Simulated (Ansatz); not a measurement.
# Gap against volume in glassy 61P2O5-28SrO-11Al2O3 (mol %) (97 atoms)

Density of this cell: 2.55 g/cm³. The cell holds 97 atoms: 22 P, 5 Sr, 4 Al and 66 O. Its edges and angles: a = 11.370 Å, b = 11.283 Å, c = 11.593 Å, α = 92.0°, β = 87.4°, γ = 91.2°. The starting structure: 97 atoms (22 P, 5 Sr, 4 Al, 66 O) placed at random at 2.77 g/cm³, melted at 4000 K for 10 ps at fixed volume with the Morse and Coulomb pair potential with partial charges (Pedone, Malavasi, Menziani, Cormack and Segre, J. Phys. Chem. B 110, 11780 (2006)). Quenched from 4000 K to 300 K at 500 K/ps and fixed volume, held 10 ps at zero pressure.

Calculated with Ansatz 0.2.0: Kohn-Sham DFT, revPBE, PAW (set soft_2), plane waves; cutoff 420 eV, Γ point, fermi-dirac smearing of 0.05 eV. The relaxed cell was scaled evenly and the atoms were relaxed at each volume. The gap is that between the highest filled and the lowest empty Kohn-Sham level on the run's k-points.

| volume (Å³/atom) | gap (eV) |
| --- | --- |
| 13.774 | 3.546 |
| 14.387 | ? |
| 14.846 | 3.246 |
| 15.305 | 3.016 |
| 15.764 | 2.832 |
| 16.223 | 2.679 |

Task: Fit a straight line in ln V to the rows given and interpolate to the withheld row.

Worked fit:

A volume deformation potential makes the spacing linear in u = ln(V/V0), with V0 = 15.305 Å³ the relaxed volume; v is the spacing.

```
u = ln(V/V0)  v (eV)
   -0.105361  3.5464
  -0.0304592  3.2462
           0  3.0158
   0.0295587  2.8319
   0.0582697  2.6785
```

With n = 5: mean u = -0.00959846, mean v = 3.06376, Σ(u − ū)² = 0.015837, Σ(u − ū)(v − v̄) = -0.085711. Slope b = -0.085711 / 0.015837 = -5.4120; intercept a = v̄ − b ū = 3.0118.

At the withheld volume u = -0.06187, and v = a + b u.

Prediction at 14.387: 3.347 eV. The run gave 3.358 eV, so the fit is low by 0.011 eV (0.33 % of the value).

The slope, -5.41 eV, says that the spacing narrows on expansion. Among the rows given, the largest miss of the fit is at 14.846, by 0.070 eV (8.0 % of the range of the table).

Limits: The table spans 16 % in volume, wide for a linear law. Semilocal functionals tend to put gaps under measured ones. Only the Γ point is sampled. Atoms move by up to 1.1 Å in these relaxations, so the structure changes along the series. Defect or tail levels can set the spacing of a disordered cell.

[Logs are printed without paths, hosts, clocks, repeated set-up lines and the standing remarks that a program may print on its own settings, such as how far it seeks lower states.]

[Hosts, paths, dates, database ids (printed as entryN), source tags and the programs' standing remarks are cut or masked in the printed files.]
